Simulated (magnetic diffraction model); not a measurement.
# LiCr2Cl5: what an assumed order does to the neutron pattern

Space group Cmcm (no. 63), a = 4.9630 Å, b = 12.9960 Å, c = 12.7980 Å.

```csv
site,atom,x,y,z
8f,Cr,1/2,0.3658,0.4291
8f,Cl,1/2,0.1816,0.9320
8f,Cl,1/2,0.4450,0.8862
4c,Cl,1/2,0.2705,1/4
4c,Li,1/2,0.3198,3/4
```

This is a made-up structure (elements placed in a structure type, unrelaxed), so the numbers test the method and describe no known phase.

Only Cr is taken to order (form factors of Cr2+); orders and moment sizes are assumed, and not adapted to the symmetry. Radiation: neutrons of λ = 2.41 Å, 3° to 60°; isotropic B of 0.69 Å² (Cr), 0.94 Å² (Cl) and 1.08 Å² (Li). Simulated constant-wavelength pattern: nuclear and magnetic terms add, the magnetic one as |2.695 fm × Σ f S⊥ exp(2πi Q·r) exp(−B s²)|², summed over all Q at one angle with the factor 1/(sin²θ cos θ). For collinear order S is the moment m, which repeats by lattice and centring translations R with the sign exp(−2πi k·R). Free-ion form factors, Sears's scattering lengths of 1992, no absorption; a label names one of the reflections at its angle. The strongest nuclear line in the range is 100, and lines under 0.2 are left out.

Assume the order k = (0 0 3/2), collinear moments along [001], 3.54 μB on Cr; signs + at (1/2, 0.3658, 0.4291), − at (1/2, 0.3658, 0.0709), − at (0, 0.1342, 0.9291), + at (0, 0.1342, 0.5709).

Predict the pattern, nuclear and magnetic parts apart.

```
2θ (°)       index  nuclear  magnetic
 21.37     (0 2 0)      5.8       0.0
 21.71     (0 0 2)     19.1       0.0
 22.06   (0 2 1/2)      0.0      10.4
 24.01     (0 2 1)      5.3       0.0
 26.96   (0 2 3/2)      0.0      15.2
 30.13     (1 1 0)     31.9       0.0
 30.63   (1 1 1/2)      0.0       9.8
 30.65     (0 2 2)      0.2       0.0
 32.09     (1 1 1)      1.1       0.0
 34.41  (1 1 -3/2)      0.0      20.3
 34.87   (0 2 5/2)      0.0       0.5
 39.50     (0 2 3)      3.8       0.0
 41.05   (1 1 5/2)      0.0       0.9
 43.34     (1 3 0)     28.5       0.0
 43.70   (1 3 1/2)      0.0       3.9
 43.91   (0 4 1/2)      0.0       1.9
 44.25     (0 0 4)      7.3       0.0
 44.44   (0 2 7/2)      0.0       0.8
 44.80     (1 3 1)     33.6       0.0
 45.00     (0 4 1)     48.4       0.0
 45.14     (1 1 3)    100.0       0.0
 46.57   (1 3 3/2)      0.0       9.9
 46.77   (0 4 3/2)      0.0       4.9
 48.97     (1 3 2)     14.4       0.0
 49.16     (0 4 2)     11.5       0.0
 49.63  (1 1 -7/2)      0.0       1.9
 49.64     (0 2 4)     22.1       0.0
 51.94   (1 3 5/2)      0.0       0.6
 52.12   (0 4 5/2)      0.0       0.3
 54.46     (1 1 4)     25.7       0.0
 55.10   (0 2 9/2)      0.0       0.5
 55.41     (1 3 3)      2.0       0.0
 55.58     (0 4 3)     37.0       0.0
 58.10     (2 0 0)     58.0       0.0
 58.40   (2 0 1/2)      0.0       0.8
 59.33   (1 3 7/2)      0.0       1.5
 59.49   (0 4 7/2)      0.0       0.8
 59.61   (1 1 9/2)      0.0       1.3
```

The strongest magnetic line in the range is (1 1 -3/2) at 34.41° (20.3). On top of the Lorentz factor, which all lines share, magnetic lines fade with angle because f falls: for Cr2+ it is 0.88, 0.62, 0.37 and 0.09 at sin θ/λ = 0.1, 0.2, 0.3 and 0.5 Å⁻¹, while nuclear lengths stay constant. The order has no net moment.

[Logs are printed without paths, hosts, clocks, repeated set-up lines and the standing remarks that a program may print on its own settings, such as how far it seeks lower states.]
